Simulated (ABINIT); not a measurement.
# How the form of the self-energy moves the gap of Ba2IBrF2 (P4mm), part 2 of 2

Wanted: the gap of Ba2IBrF2 (P4mm) under several approximations, with cost.

ABINIT 10.8.3; PBEsol and many-body steps on it, plane waves. Known limits of the many-body steps: not at the basis limit; no spin-orbit coupling; coarse k mesh.

So far. Step 5 (G0W0, Hybertsen-Louie plasmon pole): Against G0W0 in ABINIT (2×2×1 mesh, 152 bands, screening to 122.5 eV, Godby-Needs plasmon pole), the gap moves by +0.091 eV. Step 6 (G0W0, von der Linden-Horsch plasmon pole): Against G0W0 in ABINIT (2×2×1 mesh, 152 bands, screening to 122.5 eV, Godby-Needs plasmon pole), the gap moves by +0.070 eV.

### 7. G0W0, Engel-Farid plasmon pole

Level of this step: G0W0 on PBEsol, plane waves, norm-conserving pseudopotentials (ABINIT).

run.abi reads:

```
acell 3*1.0 Angstrom
rprim 
  4.623364000000 0.000000000000 0.000000000000
  0.000000000000 4.623364000000 0.000000000000
  0.000000000000 0.000000000000 7.991386000000
ntypat 4
znucl 56 53 35 9
natom 6
typat 1 1 2 3 4 4
xred 
  0.500000000000 0.500000000000 0.827396000000
  0.000000000000 0.000000000000 0.185191000000
  0.000000000000 0.000000000000 0.641387000000
  0.500000000000 0.500000000000 0.340098000000
  0.500000000000 0.000000000000 0.002964000000
  0.000000000000 0.500000000000 0.002964000000
pp_dirpath "pseudos"
pseudos "Ba.upf, I.upf, Br.upf, F.upf"
ecut 36
ngkpt 2 2 1
nshiftk 1
shiftk 0 0 0
kptopt 1
chksymbreak 0
istwfk *1
occopt 1
irdwfk 1
optdriver 4
nband 152
gwcalctyp 0
ecutsigx 36
symsigma 1
nkptgw 1
kptgw 
  0.0000000000 0.0000000000 0.0000000000
bdgw 
  23 26
ecuteps 4.5
irdscr 1
ppmodel 4
indata_prefix "in"
outdata_prefix "out"
tmpdata_prefix "tmp"
```

On the command line:

```sh
$ OMP_NUM_THREADS=1 mpirun -n 4 abinit run.abi > log
```

Numbers of over 12 decimals in the logs are rounded to 6 here.

The program printed:

```text
.Version 10.8.3 of ABINIT. v10.8.2 released Aug 2026.

 Symmetries : space group P4 m m (# 99); Bravais tP (primitive tetrag.)
[... echo of the input left out ...]
== DATASET  1 ==================================================================
-   mpi_nproc: 4, omp_nthreads: 1 (-1 if OMP is not activated)

--- !DatasetInfo
iteration_state: {dtset: 1, }
dimensions: {natom: 6, nkpt: 3, mband: 152, nsppol: 1, nspinor: 1, nspden: 1, mpw: 11965, }
cutoff_energies: {ecut:  36.0, pawecutdg:  -1.0, }
[...]
24   2.397 -11.959 -15.261   2.020   0.814  -0.228 -13.003  -1.044   1.352
       25   6.647  -8.509  -4.148  -3.306   0.846  -0.182  -7.617   0.893   7.539
       26   6.953  -8.356  -3.825  -3.464   0.849  -0.178  -7.450   0.905   7.858

== END DATASET(S) ==============================================================
================================================================================

 -outvars: echo values of variables after computation  --------
           etotal      0.0000000000E+00
            nband         152
             nkpt           3
          spgroup          99
 [... the other variables as echoed above ...]

 Calculation completed.
```

Wall time 9.9 s (4 MPI ranks of Arm Neoverse V1, shared host); peak memory 0.92 GiB.

This step gave:

```
G0W0 gap on the points computed              : 6.187 eV
starting gap on the mesh                     : 4.250 eV
k of the valence top                         : 0, 0, 0
k of the conduction bottom                   : 0, 0, 0
least direct G0W0 gap on the computed points : 6.187 eV
```

Against G0W0 in ABINIT (2×2×1 mesh, 152 bands, screening to 122.5 eV, Godby-Needs plasmon pole), the gap moves by −0.004 eV.

### 8. One-shot Hartree-Fock

This step: one-shot Hartree-Fock on PBEsol, plane waves, norm-conserving pseudopotentials.

Changes to run.abi since step 7:

```diff
@@ -28,4 +28,4 @@
 optdriver 4
-nband 152
-gwcalctyp 0
+nband 28
+gwcalctyp 5
 ecutsigx 36
@@ -37,5 +37,4 @@
   23 26
-ecuteps 4.5
-irdscr 1
-ppmodel 4
+ixc_sigma 40
+fftgw 31
 indata_prefix "in"
```

The program printed:

```text
.Version 10.8.3 of ABINIT. v10.8.2 released Aug 2026.

 Symmetries : space group P4 m m (# 99); Bravais tP (primitive tetrag.)
[... echo of the input left out ...]
== DATASET  1 ==================================================================
-   mpi_nproc: 4, omp_nthreads: 1 (-1 if OMP is not activated)

--- !DatasetInfo
iteration_state: {dtset: 1, }
dimensions: {natom: 6, nkpt: 3, mband: 28, nsppol: 1, nspinor: 1, nspden: 1, mpw: 11965, }
cutoff_energies: {ecut:  36.0, pawecutdg:  -1.0, }
[...]
24   2.397 -11.959 -15.261   0.000   1.000   0.000 -15.261  -3.303  -0.906
       25   6.647  -8.509  -4.148   0.000   1.000   0.000  -4.148   4.361  11.008
       26   6.953  -8.356  -3.825   0.000   1.000   0.000  -3.825   4.531  11.484

== END DATASET(S) ==============================================================
================================================================================

 -outvars: echo values of variables after computation  --------
           etotal      0.0000000000E+00
            nband          28
             nkpt           3
          spgroup          99
 [... the other variables as echoed above ...]

 Calculation completed.
```

Wall time 5.1 s (4 MPI ranks); peak memory 0.2 GiB.

This step gave:

```
quasiparticle gap on the points computed              : 11.91 eV
starting gap on the mesh                              : 4.250 eV
k of the valence top                                  : 0, 0, 0
k of the conduction bottom                            : 0, 0, 0
least direct quasiparticle gap on the computed points : 11.91 eV
```

Against G0W0 in ABINIT (2×2×1 mesh, 152 bands, screening to 122.5 eV, Godby-Needs plasmon pole), the gap moves by +5.723 eV.

### 9. Screening, 2×2×1 mesh, 152 bands, screening to 122.5 eV

This step: RPA screening on PBEsol, plane waves, norm-conserving pseudopotentials.

Changes to run.abi since step 8:

```diff
@@ -27,14 +27,14 @@
 irdwfk 1
-optdriver 4
-nband 28
-gwcalctyp 5
-ecutsigx 36
-symsigma 1
-nkptgw 1
-kptgw 
-  0.0000000000 0.0000000000 0.0000000000
-bdgw 
-  23 26
-ixc_sigma 40
-fftgw 31
+optdriver 3
+nband 152
+ecuteps 4.5
+inclvkb 2
+awtr 1
+symchi 1
+gwcalctyp 2
+nfreqre 16
+freqremax 40 eV
+nfreqim 8
+spmeth 1
+nomegasf 120
 indata_prefix "in"
```

The program printed:

```text
.Version 10.8.3 of ABINIT. v10.8.2 released Aug 2026.

 Symmetries : space group P4 m m (# 99); Bravais tP (primitive tetrag.)
[... echo of the input left out ...]
== DATASET  1 ==================================================================
-   mpi_nproc: 4, omp_nthreads: 1 (-1 if OMP is not activated)

--- !DatasetInfo
iteration_state: {dtset: 1, }
dimensions: {natom: 6, nkpt: 3, mband: 152, nsppol: 1, nspinor: 1, nspden: 1, mpw: 11965, }
cutoff_energies: {ecut:  36.0, pawecutdg:  -1.0, }
electrons: {nelect:   4.80000000E+01, charge:   0.00000000E+00, occopt:   1.00000000E+00, tsmear:   1.00000000E-02, }

 SCREENING: Calculation of the susceptibility and dielectric matrices

 Based on a program developped by R.W. Godby, V. Olevano, G. Onida, and L. Reining.
 Incorporated in ABINIT by V. Olevano, G.-M. Rignanese, and M. Torrent.
.Using double precision arithmetic ; gwpc =  8

[... cell and pseudopotentials left out ...]
--------------------------------------------------------------------------------

 ==== K-mesh for the wavefunctions ====
 Number of points in the irreducible wedge :     3
[... list of points left out ...]
 Together with  8 symmetry operations and time-reversal symmetry
 yields     4 points in the full Brillouin Zone.

 ==== Q-mesh for the screening function ====
 Number of points in the irreducible wedge :     3
[... list of points left out ...]
 Together with  8 symmetry operations and time-reversal symmetry
 yields     4 points in the full Brillouin Zone.

 setmesh: FFT mesh size selected  =    32x   32x   60
          total number of points  =        61440

 vcoul_init : cutoff-mode = AUXILIARY_FUNCTION
 q-points for optical limit:   1
     1)      0.000010    0.000020    0.000030

- screening: taking advantage of time-reversal symmetry
- Maximum band index for partially occupied states nbvw = 24
- Remaining bands to be divided among processors   nbcw = 128
- Number of bands treated by each node ~32

 Number of electrons calculated from density =   48.0000; Expected =   48.0000
 average of density, n =  0.041640
 r_s =    1.7898
 omega_plasma =   19.6838 [eV]

 calculating chi0 at frequencies [eV] :
  1    0.000000E+00    0.000000E+00
  2    2.666667E+00    0.000000E+00
  3    5.333333E+00    0.000000E+00
[...]
23    0.000000E+00    5.013119E+01
 24    0.000000E+00    7.058527E+01

--------------------------------------------------------------------------------
  q-point number  1        q = ( 0.000000, 0.000000, 0.000000) [r.l.u.]
--------------------------------------------------------------------------------
[... chi0 elements left out ...]
  [... further frequencies ...]

 No. of calculated frequencies >  15, stop printing
 For q-point:  0.000010 0.000020 0.000030
  dielectric constant =   3.6902
  dielectric constant without local fields =   4.3281

  Average fulfillment of the sum rule on Im[epsilon] for q-point    1 :     69.68  [%]
[... wings left out ...]
  q-point number  2        q = ( 0.500000, 0.000000, 0.000000) [r.l.u.]
--------------------------------------------------------------------------------
[... chi0 elements left out ...]
  [... further frequencies ...]

 No. of calculated frequencies >  15, stop printing
  Average fulfillment of the sum rule on Im[epsilon] for q-point    2 :     73.28  [%]

 [... 1 further q-points ...]
```

The job ended after 51 s (4 MPI ranks; peak memory 2.9 GiB).

This step gave:

```yaml
eps_infinity_with_local_fields_on_this_mesh_along_the_program_s_q_direction: 3.690
the_same_without_local_fields: 4.328
plasma_frequency: 19.68 eV
plane_waves_in_the_screening_matrix: 543
```

### 10. G0W0, contour deformation

This step: G0W0 on PBEsol, plane waves, norm-conserving pseudopotentials.

Changes to run.abi since step 9:

```diff
@@ -27,14 +27,14 @@
 irdwfk 1
-optdriver 3
+optdriver 4
 nband 152
+gwcalctyp 2
+ecutsigx 36
+symsigma 1
+nkptgw 1
+kptgw 
+  0.0000000000 0.0000000000 0.0000000000
+bdgw 
+  23 26
 ecuteps 4.5
-inclvkb 2
-awtr 1
-symchi 1
-gwcalctyp 2
-nfreqre 16
-freqremax 40 eV
-nfreqim 8
-spmeth 1
-nomegasf 120
+irdscr 1
 indata_prefix "in"
```

The program printed:

```text
.Version 10.8.3 of ABINIT. v10.8.2 released Aug 2026.

 Symmetries : space group P4 m m (# 99); Bravais tP (primitive tetrag.)
[... echo of the input left out ...]
== DATASET  1 ==================================================================
-   mpi_nproc: 4, omp_nthreads: 1 (-1 if OMP is not activated)

--- !DatasetInfo
iteration_state: {dtset: 1, }
dimensions: {natom: 6, nkpt: 3, mband: 152, nsppol: 1, nspinor: 1, nspden: 1, mpw: 11965, }
cutoff_energies: {ecut:  36.0, pawecutdg:  -1.0, }
[...]
24   2.397 -11.959 -15.261   2.133   0.795  -0.258 -12.889  -0.930   1.467
[...]
26   6.953  -8.356  -3.825  -3.387   0.833  -0.200  -7.402   0.954   7.907
       26   0.000   0.000   0.000  -0.000   0.000   0.000  -0.000  -0.000  -0.000

== END DATASET(S) ==============================================================
================================================================================

 -outvars: echo values of variables after computation  --------
           etotal      0.0000000000E+00
            nband         152
             nkpt           3
          spgroup          99
 [... the other variables as echoed above ...]

 Calculation completed.
```

The job ended after 8.8 s (4 MPI ranks; peak memory 1.6 GiB).

Numbers from this step:

```
G0W0 gap on the points computed              : 6.130 eV
starting gap on the mesh                     : 4.250 eV
k of the valence top                         : 0, 0, 0
k of the conduction bottom                   : 0, 0, 0
least direct G0W0 gap on the computed points : 6.130 eV
```

Against G0W0 in ABINIT (2×2×1 mesh, 152 bands, screening to 122.5 eV, Godby-Needs plasmon pole), the gap moves by −0.061 eV.

### 11. Screening, 2×2×1 mesh, 152 bands, screening to 122.5 eV

This step: RPA screening on PBEsol, plane waves, norm-conserving pseudopotentials.

Changes to run.abi since step 10:

```diff
@@ -27,14 +27,11 @@
 irdwfk 1
-optdriver 4
+optdriver 3
 nband 152
-gwcalctyp 2
-ecutsigx 36
-symsigma 1
-nkptgw 1
-kptgw 
-  0.0000000000 0.0000000000 0.0000000000
-bdgw 
-  23 26
 ecuteps 4.5
-irdscr 1
+inclvkb 2
+awtr 1
+symchi 1
+gwcalctyp 1
+nfreqre 0
+nfreqim 16
 indata_prefix "in"
```

The program printed:

```text
.Version 10.8.3 of ABINIT. v10.8.2 released Aug 2026.

 Symmetries : space group P4 m m (# 99); Bravais tP (primitive tetrag.)
[... echo of the input left out ...]
== DATASET  1 ==================================================================
-   mpi_nproc: 4, omp_nthreads: 1 (-1 if OMP is not activated)

--- !DatasetInfo
iteration_state: {dtset: 1, }
dimensions: {natom: 6, nkpt: 3, mband: 152, nsppol: 1, nspinor: 1, nspden: 1, mpw: 11965, }
cutoff_energies: {ecut:  36.0, pawecutdg:  -1.0, }
[...]
No. of calculated frequencies >  15, stop printing
 For q-point:  0.000010 0.000020 0.000030
  dielectric constant =   3.6822
  dielectric constant without local fields =   4.3174

  Average fulfillment of the sum rule on Im[epsilon] for q-point    1 :     69.68  [%]
[... wings left out ...]
  q-point number  2        q = ( 0.500000, 0.000000, 0.000000) [r.l.u.]
--------------------------------------------------------------------------------
[... chi0 elements left out ...]
  [... further frequencies ...]

 No. of calculated frequencies >  15, stop printing
  Average fulfillment of the sum rule on Im[epsilon] for q-point    2 :     73.28  [%]

 [... 1 further q-points ...]
```

Wall time 77 s (4 MPI ranks); peak memory 1.7 GiB; 5.1 min of CPU time.

This step gave:

```
ε∞ with local fields, on this mesh, along the program's q direction : 3.682
the same without local fields                                       : 4.317
plasma frequency                                                    : 19.68 eV
plane waves in the screening matrix                                 : 543
```

### 12. G0W0, analytic continuation

This step: G0W0 on PBEsol, plane waves, norm-conserving pseudopotentials.

Changes to run.abi since step 11:

```diff
@@ -27,11 +27,16 @@
 irdwfk 1
-optdriver 3
+optdriver 4
 nband 152
+gwcalctyp 1
+ecutsigx 36
+symsigma 1
+nkptgw 1
+kptgw 
+  0.0000000000 0.0000000000 0.0000000000
+bdgw 
+  23 26
 ecuteps 4.5
-inclvkb 2
-awtr 1
-symchi 1
-gwcalctyp 1
-nfreqre 0
-nfreqim 16
+irdscr 1
+nomegasi 12
+omegasimax 25 eV
 indata_prefix "in"
```

The program printed:

```text
.Version 10.8.3 of ABINIT. v10.8.2 released Aug 2026.

 Symmetries : space group P4 m m (# 99); Bravais tP (primitive tetrag.)
[... echo of the input left out ...]
== DATASET  1 ==================================================================
-   mpi_nproc: 4, omp_nthreads: 1 (-1 if OMP is not activated)

--- !DatasetInfo
iteration_state: {dtset: 1, }
dimensions: {natom: 6, nkpt: 3, mband: 152, nsppol: 1, nspinor: 1, nspden: 1, mpw: 11965, }
cutoff_energies: {ecut:  36.0, pawecutdg:  -1.0, }
[...]
24  -2.125 -11.959 -15.261   2.118   0.794  -0.260 -12.885  -0.926  -3.051
[...]
26   2.432  -8.356  -3.825  -3.394   0.828  -0.207  -7.424   0.932   3.364
       26   0.000   0.000   0.000   0.005   0.001   0.001   0.004   0.004   0.004

== END DATASET(S) ==============================================================
================================================================================

 -outvars: echo values of variables after computation  --------
           etotal      0.0000000000E+00
            nband         152
             nkpt           3
          spgroup          99
 [... the other variables as echoed above ...]

 Calculation completed.
```

Run time: 14 s. Hardware: 4 MPI ranks; peak memory 1.6 GiB.

This step gave:

```
G0W0 gap on the points computed              : 6.102 eV
starting gap on the mesh                     : 4.250 eV
k of the valence top                         : 0, 0, 0
k of the conduction bottom                   : 0, 0, 0
least direct G0W0 gap on the computed points : 6.102 eV
```

Against G0W0 in ABINIT (2×2×1 mesh, 152 bands, screening to 122.5 eV, Godby-Needs plasmon pole), the gap moves by −0.089 eV.

### 13. Side by side

Times are wall times on 4 MPI ranks of Arm Neoverse V1, shared host, good to a factor of about two. A run's time includes the screening step that it read.

| run | mesh | bands | screening cutoff (eV) | DFT gap (eV) | gap on the mesh (eV) | direct (eV) | ε∞ used | time |
| --- | --- | --- | --- | --- | --- | --- | --- | --- |
| G0W0, Godby-Needs plasmon pole | 2×2×1 | 152 | 122.5 | 4.250 | 6.191 | 6.191 | 3.68 | 49 s |
| G0W0, Hybertsen-Louie plasmon pole | 2×2×1 | 152 | 122.5 | 4.250 | 6.282 | 6.282 | 3.68 | 49 s |
| G0W0, von der Linden-Horsch plasmon pole | 2×2×1 | 152 | 122.5 | 4.250 | 6.261 | 6.261 | 3.68 | 48 s |
| G0W0, Engel-Farid plasmon pole | 2×2×1 | 152 | 122.5 | 4.250 | 6.187 | 6.187 | 3.68 | 47 s |
| one-shot Hartree-Fock | 2×2×1 | - | - | 4.250 | 11.914 | 11.914 | - | 5.1 s |
| G0W0, contour deformation | 2×2×1 | 152 | 122.5 | 4.250 | 6.130 | 6.130 | 3.69 | 59 s |
| G0W0, analytic continuation | 2×2×1 | 152 | 122.5 | 4.250 | 6.102 | 6.102 | 3.68 | 91 s |

### 14. What came out

```yaml
g0w0_godby_needs_plasmon_pole: 6.191 eV
g0w0_hybertsen_louie_plasmon_pole: 6.282 eV
g0w0_von_der_linden_horsch_plasmon_pole: 6.261 eV
g0w0_engel_farid_plasmon_pole: 6.187 eV
one_shot_hartree_fock: 11.914 eV
g0w0_contour_deformation: 6.130 eV
g0w0_analytic_continuation: 6.102 eV
known_limits: not at the basis limit; no spin-orbit coupling; coarse k mesh
```

G0W0, Hybertsen-Louie plasmon pole: +0.091 eV against G0W0, Godby-Needs plasmon pole. G0W0, von der Linden-Horsch plasmon pole: +0.070 eV against G0W0, Godby-Needs plasmon pole. G0W0, Engel-Farid plasmon pole: −0.004 eV against G0W0, Godby-Needs plasmon pole. One-shot Hartree-Fock: +5.723 eV against G0W0, Godby-Needs plasmon pole. G0W0, contour deformation: −0.061 eV against G0W0, Godby-Needs plasmon pole. G0W0, analytic continuation: −0.089 eV against G0W0, Godby-Needs plasmon pole. Bare exchange alone opens the gap to 11.91 eV; against G0W0, correlation takes back 5.72 eV. Bands and cutoff are finite, so the gap is not at the basis limit. The miss can reach some tenths of an eV and take either sign; the mesh is an error of its own. In the first G0W0 run levels were corrected at 1 k point alone, so a gap called «on the mesh» is the least over those, and an edge elsewhere would be missed. The 2×2×1 mesh is coarse for this cell, which bears on the long-range parts of exchange and screening. The many-body steps are scalar-relativistic: spin-orbit coupling is not in them.

[Paths, hosts, dates, memory and timing lines, banners, echoed tables and standing remarks are left out of the program output.]

[Logs are printed without paths, hosts, clocks, repeated set-up lines and the standing remarks that a program may print on its own settings, such as how far it seeks lower states.]

[Runs of the session that timed out or met a known fault of the program may be left out.]

[No measured gap is set beside runs whose start may be inverted or whose files or cutoffs have a known fault.]

[Hosts, paths, dates, database ids (printed as entryN), source tags and the programs' standing remarks are cut or masked in the printed files.]

[G0W0 gaps are taken among the corrected bands and points alone; a level outside them can change the order at an edge.]

[Where Ansatz stands beside ABINIT at settings called matched, ABINIT's density can come from a denser mesh and the files from another edition; pairs whose starting gaps differed by over 0.03 eV were left out, so agreement reads better than it is.]
